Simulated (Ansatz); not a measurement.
# Sr2Ir (Fm-3m): phonons and vibrational spectra, part 2 of 2

Wanted: vibrations and spectra of Sr2Ir (Fm-3m); the cell is already relaxed. After the zone centre comes a 4×4×4 q mesh on a 12×12×12 k mesh.

Ansatz 0.2.0; DFT PBEsol, scalar-relativistic, plane waves, PAW; PAW set soft_1.

So far. Step 2 (Modes at Γ): Before it was imposed, the acoustic sum rule was missed by 8.2e-5 eV/Å². Small misses are needed for a sound result but don't prove that mesh and cutoff are converged. The lowest optical mode is real, 107 cm⁻¹.

## 3. Phonons on a q mesh

Stability and thermal properties need the whole zone. Linear response on a 4×4×4 q mesh gives force constants as far as a supercell of that size would.

input.yaml

```yaml
crystal:
  lattice:
    - [0.0, 3.5622651037, 3.5622651037]
    - [3.5622651037, 0.0, 3.5622651037]
    - [3.5622651037, 3.5622651037, 0.0]
  atoms:
    - { symbol: Sr, position: [0.75, 0.75, 0.75] }
    - { symbol: Sr, position: [0.25, 0.25, 0.25] }
    - { symbol: Ir, position: [0.0, 0.0, 0.0] }
kpoints:
  mp_grid: { grid: [12, 12, 12] }
hamiltonian:
  xc: pbesol
  pseudopotentials: { kind: paw, azcp: { folder: soft_1 }, xc_functional: pbe }
scf:
  occupations: { method: methfessel_paxton, width: 0.2 }
output:
  eigenvalues: true
phonons:
  method: dfpt
  qmesh: [4, 4, 4]
  temperatures: { t_max: 1000, t_step: 50 }
  qpath:
    path:
      - [[0.0, 0.0, 0.0], [0.5, 0.0, 0.5], [0.625, 0.25, 0.625]]
      - [[0.375, 0.375, 0.75], [0.0, 0.0, 0.0], [0.5, 0.5, 0.5], [0.5, 0.25, 0.75], [0.5, 0.0, 0.5]]
    npoints: 10
```

Launch:

```
ansatz run input.yaml --threads 4 --pin off --max-ram 10240MiB --backend cpu --events-out ev --progress --plain --runs-dir out
```

Numbers of over 12 decimals in the logs are rounded to 6 here.

Output:

```text
[...]
Crystal: 3 atoms, lattice volume = 90.408 Å³
Basis set: ecut = 420 eV, 1807 PW (Γ), exchange–correlation on 72×72×72 points (8 copies of the dense FFT grid, shifted against one another)
Bands: 23, of which v1, the nominal top of the filled ones, is band 19 counted from 1 (18 counted from 0)
Symmetry: 48 space group operations
k-points: 72 of 1728
[...]
SCF iter   1: F=—  HF=-18786.430898 eV  |F-HF|=—  |Δ(HF+E_count)|=         —  Δρ=7.65e-2  dr2=9.75e0  ethr=3.10e-3  ⟨swp⟩=8.0  Hψ=9492  notcnv=0
[...]
SCF iter  12: F=-18784.967174 eV  HF=-18784.967174 eV  |F-HF|=3.64e-12  |Δ(HF+E_count)|=  1.09e-11  S|Δr|=    0.00e0  Δρ=3.26e-8  dr2=1.22e-12  ethr=1.00e-12  ⟨swp⟩=7.6  Hψ=9264  notcnv=0
SCF 1 converged in 12 iterations: F = -18784.967174 eV  dr2 = 1.22e-12
[...]
phonons: the bands overlap, so this run is a metal and interpolates without the dipole-dipole term. If the crystal is really an insulator or semiconductor, its LO-TO splitting is missing
NSCF: frozen V_eff on 72 k-points
WARN: eigensolver did not converge (k=13): 1 band(s) unlocked after 2 eigensolves, warm-restarted (20 sweeps on the last) at ethr=1.31e-12 eV (storage-precision floor; scheduled 1.00e-12 eV) (lowest unlocked band 22, counted from 0; max residual 1.22e-3 eV among the unlocked bands, 1.22e-3 eV over every band; other slots of this pass that fall short are told together in one closing line; warning suppressed until the next SCF loop or pass starts)
WARN: eigensolver did not converge in 5 slots of this pass, the one above among them; of largest residual over every band (k=13): 1 band(s) unlocked (lowest unlocked band 22, counted from 0; max residual 1.22e-3 eV among the unlocked bands, 1.22e-3 eV over every band); of lowest unlocked band (k=13): band 22
[...]
DFPT response loops at q = (0, 0, 0) (fractional): preconditioner auto → Kerker (q_TF=auto, 2.351 Å⁻¹) (partly filled bands, converged f_vac=0.000); β = 1.00, the filter's whole step (`scf.mixing.beta` (0.50) is not read by the response loops under this deck's `scf.mixing.preconditioner`; to damp them name `kerker` or `kerker_dos`, under which they read `scf.mixing.beta`, and type it under 1.00, their step now; both keys bind the ground state too); Broyden in place of MSR1
[...]
SCF converged after 12 iterations
[...]
Free energy (F): -18784.967174 eV
[...]
Internal energy: -18784.960221 eV  (E = F + TS)
E sigma→0 (E₀):  -18784.965436 eV
Entropy (-TS):   -0.006953 eV (-2.318 meV/atom)
Fermi energy:    9.599003 eV
[...]
--- Band table (eV; the first three rows and the last of 72) ---
  k-point 0: bands = [... 15 lower, 8.5748, 8.5748, 8.5748, 10.2401, 10.2401, 10.2401, 12.9227, 12.9227]
  k-point 1: bands = [... 15 lower, 8.5302, 8.5597, 8.5597, 10.1457, 10.3094, 10.3094, 12.9280, 12.9280]
  k-point 2: bands = [... 15 lower, 8.4186, 8.5208, 8.5208, 9.9228, 10.5057, 10.5057, 12.9529, 12.9529]
  k-point 71: bands = [... 15 lower, 7.9068, 8.3736, 8.4714, 10.4002, 10.4002, 11.3703, 12.6889, 12.8383]
--- Phonons (Γ-DFPT): 2 representative perturbations + reference (Σ response iterations 6) ---
  ASR residual: 5.977e-5 → 0.000e0 eV/Å²; symmetrization residual: 1.337e-5 eV/Å²
  ASR residual per site (eV/Å²): 5.98e-5 5.98e-5 5.69e-6
  Γ frequencies (cm⁻¹): 0.00 0.00 0.00 106.74 106.74 106.74 133.89 133.89 133.89
--- Phonons (arbitrary-q DFPT): 8 irreducible q on the 4×4×4 mesh ---
  q = [0.0000, 0.0000, 0.0000] (star 1, of the zone-centre solve; hermiticity 6.95e-6, symmetrization 9.53e-13): 0.00 0.00 0.00 106.74 106.74 106.74 133.89 133.89 133.89
  q = [0.0000, 0.0000, 0.2500] (star 8, 2 solved perturbations on 936 of 1728 k-point pairs; hermiticity 3.36e-6, symmetrization 1.81e-13): 37.79 37.79 54.27 106.40 106.40 106.75 126.56 126.56 127.32
[...]
q = [0.0000, 0.2500, 0.2500] (star 6, 4 solved perturbations in 1608 linear systems a pass and spin channel, the states on 510 of 1728 k-point pairs; hermiticity 5.86e-6, symmetrization 2.63e-13): 28.59 28.59 68.07 94.04 94.04 96.63 130.71 135.78 135.78
[...]
sum rule: each row above includes the acoustic sum rule's correction from the zone centre's row sums; it moved no ω² by more than (0.43 cm⁻¹)²
  mesh force constants: q→R imaginary residual 6.39e-18; ASR residual 5.977e-5 → 0.000e0 eV/Å²; symmetrization residual 3.553e-15 eV/Å²
  interpolated dispersion: 62 rows × 9 modes
  density of states and harmonic sums: on the 16×16×16 q-mesh, interpolated from the force constants of a 4×4×4 supercell (no non-analytic term)
  largest difference from the sums on the solved wave vectors: F 1.54e-2 eV, S 1.94e-5 and C_V 3.98e-6 eV/K
  zero-point energy: 0.051782 eV/cell   skipped modes (ω ≤ 0): 3   left out of the sums: 8.14e-5 of the cell's modes: C_V's classical limit lies that fraction below 3 k_B per atom; for a crystal, a wire or a layer, F and S can be off by more, and a phonons.interpolated_qmesh denser along its periods is the remedy for the sampling
```

It took 14 min on 4 threads of Arm Neoverse V1, shared host; peak memory 5.9 GiB.

This step gave:

| Quantity | Value |
| --- | --- |
| sum-rule residual before enforcement | 5.98e-5 eV/Å² |
| lowest frequency on the path | 0 cm⁻¹ |
| highest frequency on the path or at a solved wavevector | 159.2 cm⁻¹ |
| mean frequency | 92.8 cm⁻¹ |
| Debye temperature (second moment) | 184 K |
| logarithmic mean frequency | 85.3 cm⁻¹ |
| lowest mode on the q mesh (acoustic modes at Γ apart) | 23.53 cm⁻¹ |
| zero-point energy per atom | 17.26 meV |
| heat capacity at 300 K | 24.48 J/(mol atoms K) |
| vibrational entropy at 300 K | 47.48 J/(mol atoms K) |

Frequencies (cm⁻¹) solved at each irreducible wavevector; negative means imaginary. Frequencies by wavevector, by row:

| q in reciprocal lattice units | star | mode 1 | mode 2 | mode 3 | mode 4 | mode 5 | mode 6 | mode 7 | mode 8 | mode 9 |
| --- | --- | --- | --- | --- | --- | --- | --- | --- | --- | --- |
| 0 0 0 | 1 | 0 | 0 | 0 | 106.7 | 106.7 | 106.7 | 133.9 | 133.9 | 133.9 |
| 0 0 0.25 | 8 | 37.8 | 37.8 | 54.3 | 106.4 | 106.4 | 106.8 | 126.6 | 126.6 | 127.3 |
| 0 0 -0.5 | 4 | 52.7 | 52.7 | 84.4 | 103.3 | 112.2 | 112.2 | 113.3 | 113.3 | 120.3 |
| 0 0.25 0.25 | 6 | 28.6 | 28.6 | 68.1 | 94 | 94 | 96.6 | 130.7 | 135.8 | 135.8 |
| 0 0.25 -0.5 | 24 | 54.2 | 55.8 | 65.1 | 84.1 | 85.6 | 85.6 | 129.7 | 132.1 | 149.4 |
| 0 0.25 -0.25 | 12 | 37.1 | 55.8 | 75 | 86.3 | 101.3 | 103.3 | 117.7 | 120.2 | 148.2 |
| 0 -0.5 -0.5 | 3 | 23.5 | 60.7 | 60.7 | 66.8 | 66.8 | 90.6 | 138.2 | 138.2 | 156.6 |
| 0.25 -0.5 -0.25 | 6 | 47.9 | 50.3 | 64.1 | 78.8 | 78.8 | 106.5 | 106.5 | 139.4 | 159.2 |

Interpolated from a 4×4×4 q mesh. The phonon branches at the labelled points (cm⁻¹):

| point | branch 1 | branch 2 | branch 3 | branch 4 | branch 5 | branch 6 | branch 7 | branch 8 | branch 9 |
| --- | --- | --- | --- | --- | --- | --- | --- | --- | --- |
| Γ | 0 | 0 | 0 | 107 | 107 | 107 | 134 | 134 | 134 |
| halfway | 29 | 29 | 68 | 94 | 94 | 97 | 131 | 136 | 136 |
| X | 24 | 61 | 61 | 67 | 67 | 91 | 138 | 138 | 157 |
| halfway | 29 | 63 | 65 | 66 | 69 | 90 | 136 | 137 | 157 |
| U | 38 | 64 | 70 | 73 | 76 | 89 | 130 | 133 | 157 |
| jump to K | 38 | 64 | 70 | 73 | 76 | 89 | 130 | 133 | 157 |
| halfway | 28 | 48 | 65 | 94 | 113 | 114 | 114 | 115 | 141 |
| Γ | 0 | 0 | 0 | 107 | 107 | 107 | 134 | 134 | 134 |
| halfway | 38 | 38 | 54 | 106 | 106 | 107 | 127 | 127 | 127 |
| L | 53 | 53 | 84 | 103 | 112 | 112 | 113 | 113 | 120 |
| halfway | 56 | 57 | 71 | 83 | 85 | 108 | 110 | 133 | 148 |
| W | 48 | 50 | 64 | 79 | 79 | 107 | 107 | 139 | 159 |
| halfway | 34 | 58 | 66 | 71 | 74 | 90 | 129 | 139 | 158 |
| X | 24 | 61 | 61 | 67 | 67 | 91 | 138 | 138 | 157 |

The phonon branches as a text plot (rows in cm⁻¹):

```
    156 |           *********                           *********
    149 |        ***         **                       **
    143 |                      **                    *    **
    136 |******************      ********           * ****  *****
    129 | **   *         ***      ***    ****      ***        *
    123 |   ***             ***  *           *******        **
    116 |   *                ****              ******
    109 |*** **                * ***************************
    103 |  **                **   ***         ******       *
     96 |    ***             ** **                 *
     89 |       * ***********  *                    **      *****
     83 |       **         ****                 ***** ***  **
     76 |       * **     ******                *     *  ******
     70 |      *    *******    *              *       *      ****
     63 |        *   ********   *            *         **********
     56 |    **     *        *** *          *     *******   ***
     50 |   *     **            *             *****      ***
     43 |        *         **    ***       * *             **
     36 |  *    *       ***  ***  **      * *                *
     30 |      *    *  *        *   *      *                  *
     23 |    **      **          *  *    **                    **
     17 | * *                     ** *   *
     10 |  *                        **  *
      3 |**                          ***
         Γ           X  U|K            Γ         L        W     X
```

Tetrahedra on a 16×16×16 mesh, mean over bins of 2 cm-1. Interpolated from a 4×4×4 q mesh. Table of phonon density of states by wavenumber; read off at these points:

| wavenumber (cm⁻¹) | phonon density of states (1/cm⁻¹/cell) |
| --- | --- |
| 1.0 | 1.0e-5 |
| 5.0 | 1.9e-4 |
| 9.0 | 0.00111 |
| 13.0 | 0.00249 |
| 19.0 | 0.00666 |
| 23.0 | 0.0105 |
| 27.0 | 0.0160 |
| 31.0 | 0.0225 |
| 35.0 | 0.0308 |
| 39.0 | 0.0414 |
| 43.0 | 0.0617 |
| 47.0 | 0.0750 |
| 53.0 | 0.104 |
| 57.0 | 0.100 |
| 61.0 | 0.0559 |
| 65.0 | 0.0458 |
| 69.0 | 0.0422 |
| 73.0 | 0.0693 |
| 75.0 | 0.0994 |
| 77.0 | 0.0808 |
| 81.0 | 0.130 |
| 83.0 | 0.103 |
| 87.0 | 0.0892 |
| 89.0 | 0.108 |
| 91.0 | 0.0807 |
| 95.0 | 0.0720 |
| 99.0 | 0.0743 |
| 103.0 | 0.0819 |
| 107.0 | 0.0729 |
| 113.0 | 0.0502 |
| 117.0 | 0.0752 |
| 121.0 | 0.0717 |
| 125.0 | 0.0737 |
| 129.0 | 0.0844 |
| 133.0 | 0.115 |
| 137.0 | 0.133 |
| 141.0 | 0.0295 |
| 147.0 | 0.0318 |
| 151.0 | 0.0362 |
| 155.0 | 0.0466 |
| 159.0 | 0.00839 |

Phonopy on the run's constants, 13x13x13 mesh, Gaussian sigma 2.0 cm-1. Interpolated from a 4×4×4 q mesh. Partial phonon density of states against wavenumber; read off at these points; values in 1/cm⁻¹/cell:

| wavenumber (cm⁻¹) | Ir | Sr |
| --- | --- | --- |
| -5.0 | 6.7e-6 | 3.3e-6 |
| 0.0 | 1.4e-4 | 1.3e-4 |
| 5.0 | 8.0e-5 | 7.0e-5 |
| 10.0 | 9.8e-4 | 9.0e-4 |
| 15.0 | 0.00178 | 0.00162 |
| 20.0 | 0.00442 | 0.00409 |
| 25.0 | 0.00696 | 0.00752 |
| 30.0 | 0.00861 | 0.0103 |
| 35.0 | 0.0148 | 0.0197 |
| 40.0 | 0.0169 | 0.0267 |
| 45.0 | 0.0261 | 0.0398 |
| 50.0 | 0.0398 | 0.0414 |
| 52.3 | 0.0537 | 0.0488 |
| 53.4 | 0.0555 | 0.0472 |
| 55.0 | 0.0540 | 0.0416 |
| 60.0 | 0.0454 | 0.0295 |
| 65.0 | 0.0310 | 0.0177 |
| 70.0 | 0.0256 | 0.0216 |
| 75.0 | 0.0546 | 0.0245 |
| 80.0 | 0.0754 | 0.0389 |
| 81.1 | 0.0764 | 0.0402 |
| 85.0 | 0.0609 | 0.0347 |
| 90.0 | 0.0443 | 0.0459 |
| 95.0 | 0.0214 | 0.0530 |
| 100.0 | 0.0164 | 0.0506 |
| 105.0 | 0.0169 | 0.0631 |
| 110.0 | 0.00928 | 0.0530 |
| 115.0 | 0.00507 | 0.0570 |
| 120.0 | 0.00384 | 0.0644 |
| 125.0 | 0.00349 | 0.0731 |
| 130.0 | 0.00310 | 0.0881 |
| 135.0 | 0.00333 | 0.115 |
| 140.0 | 0.00204 | 0.0569 |
| 145.0 | 0.00113 | 0.0297 |
| 150.0 | 8.6e-4 | 0.0327 |
| 155.0 | 4.8e-4 | 0.0435 |
| 160.0 | 4.3e-5 | 0.0122 |
| 165.0 | 0 | 5.0e-5 |
| 170.0 | 0 | 0 |

Harmonic thermodynamic functions per atom, from the density of states. Interpolated from a 4×4×4 q mesh. Thermodynamic functions, by row:

| T (K) | F_vib (meV/atom) | S (J/mol-atom/K) | C_V (J/mol-atom/K) |
| --- | --- | --- | --- |
| 0 | 17.26 | 0 | 0 |
| 50 | 15.62 | 9.193 | 14.39 |
| 100 | 7.42 | 21.82 | 21.26 |
| 200 | -24.19 | 37.66 | 23.92 |
| 300 | -68.64 | 47.48 | 24.48 |
| 400 | -121.7 | 54.56 | 24.68 |
| 500 | -181.2 | 60.08 | 24.77 |
| 600 | -245.9 | 64.6 | 24.82 |
| 700 | -314.9 | 68.43 | 24.86 |
| 800 | -387.5 | 71.75 | 24.88 |
| 900 | -463.4 | 74.68 | 24.89 |
| 1000 | -542.2 | 77.3 | 24.9 |

Harmonic mean-square displacement, third of the trace. Interpolated from a 4×4×4 q mesh. Mean square displacements, by row:

| T (K) | Sr1 U_eq (Å²) | Sr2 U_eq (Å²) | Ir3 U_eq (Å²) |
| --- | --- | --- | --- |
| 0 | 0.00225 | 0.00225 | 0.00139 |
| 100 | 0.00546 | 0.00546 | 0.00403 |
| 300 | 0.01519 | 0.01519 | 0.01153 |
| 600 | 0.03016 | 0.03016 | 0.02296 |

Symmetry leaves 8 wavevectors to solve. The lowest mode among them, the acoustic zeros apart, lies at q = (0, -0.5, -0.5) and is real, 23.5 cm⁻¹.

## 4. Another isotope

An isotope changes the mass and not the force constants, so no new electronic calculation is needed; the shifts show which modes move this element.

The same force constants with the mass of Sr changed from 87.620 to 85.909 u (phonopy, no LO-TO term). Both lists are sorted by frequency; levels can cross, so a row need not hold one and the same mode. Modes under 3 cm⁻¹ are left out. Isotope shifts, by row:

| q | rank | natural mass (cm⁻¹) | changed mass (cm⁻¹) |
| --- | --- | --- | --- |
| 0 0 0 | 4 | 106.7 | 107.3 |
| 0 0 0 | 5 | 106.7 | 107.3 |
| 0 0 0 | 6 | 106.7 | 107.3 |
| 0 0 0 | 7 | 133.9 | 135.2 |
| 0 0 0 | 8 | 133.9 | 135.2 |
| 0 0 0 | 9 | 133.9 | 135.2 |
| 0 0 0.25 | 1 | 37.79 | 37.92 |
| 0 0 0.25 | 2 | 37.79 | 37.92 |
| 0 0 0.25 | 3 | 54.27 | 54.46 |
| 0 0 0.25 | 4 | 106.4 | 107.1 |
| 0 0 0.25 | 5 | 106.4 | 107.1 |
| 0 0 0.25 | 6 | 106.8 | 107.5 |
| 0 0 0.25 | 7 | 126.6 | 127.8 |
| 0 0 0.25 | 8 | 126.6 | 127.8 |
| 0 0 0.25 | 9 | 127.3 | 128.6 |
| 0 0 -0.5 | 1 | 52.73 | 52.83 |
| 0 0 -0.5 | 2 | 52.73 | 52.83 |
| 0 0 -0.5 | 3 | 84.44 | 84.47 |
| 0 0 -0.5 | 4 | 103.3 | 104.3 |
| 0 0 -0.5 | 5 | 112.2 | 113.1 |
| 0 0 -0.5 | 6 | 112.2 | 113.1 |
| 0 0 -0.5 | 7 | 113.3 | 114.4 |
| 0 0 -0.5 | 8 | 113.3 | 114.4 |
| 0 0 -0.5 | 9 | 120.3 | 121.5 |
| 0 0.25 0.25 | 1 | 28.59 | 28.73 |
| 0 0.25 0.25 | 2 | 28.59 | 28.73 |
| 0 0.25 0.25 | 3 | 68.07 | 68.16 |
| 0 0.25 0.25 | 4 | 94.04 | 94.51 |
| 0 0.25 0.25 | 5 | 94.04 | 94.51 |
| 0 0.25 0.25 | 6 | 96.63 | 97.59 |
| 0 0.25 0.25 | 7 | 130.7 | 131.8 |
| 0 0.25 0.25 | 8 | 135.8 | 137.1 |
| 0 0.25 0.25 | 9 | 135.8 | 137.1 |

A mode of this element alone would shift by +0.99 %. The highest zone-centre frequency without the field goes from 133.9 to 135.2 cm⁻¹ (+1.0 %). The product of the frequency ratios over all optical modes at Γ is 1.046; the product rule, (m/m′)^(3k/2) (M′/M)^(3/2) with k = 2 such atoms and M the mass of the cell, gives 1.046.

## 5. What came out

```yaml
space_group_within_0p01_a: Fm-3m
volume_per_atom: 30.1 Å³
electronic_character: no gap on this mesh
highest_optical_mode_at_the_zone_centre_no_lo_to_term: 134 cm⁻¹
lowest_optical_zone_centre_mode: 107 cm⁻¹
lowest_mode_on_the_q_mesh_acoustic_modes_at_gamma_apart: 23.5 cm⁻¹
highest_frequency_on_the_path_or_at_a_solved_wavevector: 159 cm⁻¹
zero_point_energy_per_atom: 17.3 meV
heat_capacity_at_300_k: 24.5 J/(mol atoms K)
vibrational_entropy_at_300_k: 47.5 J/(mol atoms K)
debye_temperature_second_moment: 184 K
imaginary_modes_on_the_4x4x4_q_mesh: none
```

In words: The structure is a minimum as far as tested: no mode is imaginary at the 8 irreducible wavevectors of the 4×4×4 mesh, and the softest away from the acoustic zeros lies at 24 cm⁻¹. The optical modes at Γ span 107 to 134 cm⁻¹. The highest mode in this list at Γ, 133.9 cm⁻¹, is mostly motion of Sr (100 % of the kinetic energy). With no gap, or one that is small against the smearing, the frequencies hang on the k mesh and the smearing, most of all near Kohn anomalies. The phonon runs are without spin polarisation, although the cell has an odd electron count. Spin-orbit coupling is left out, which can matter for the heavy elements here. The PAW files were made for PBE and serve the other functionals too. A phonon run warned that its eigensolver left some bands unconverged in a pass. These are harmonic frequencies at zero temperature: anharmonic shifts, linewidths and thermal expansion are left out.

[Logs are printed without paths, hosts, clocks, repeated set-up lines and the standing remarks that a program may print on its own settings, such as how far it seeks lower states.]

[Hosts, paths, dates, database ids (printed as entryN), source tags and the programs' standing remarks are cut or masked in the printed files.]
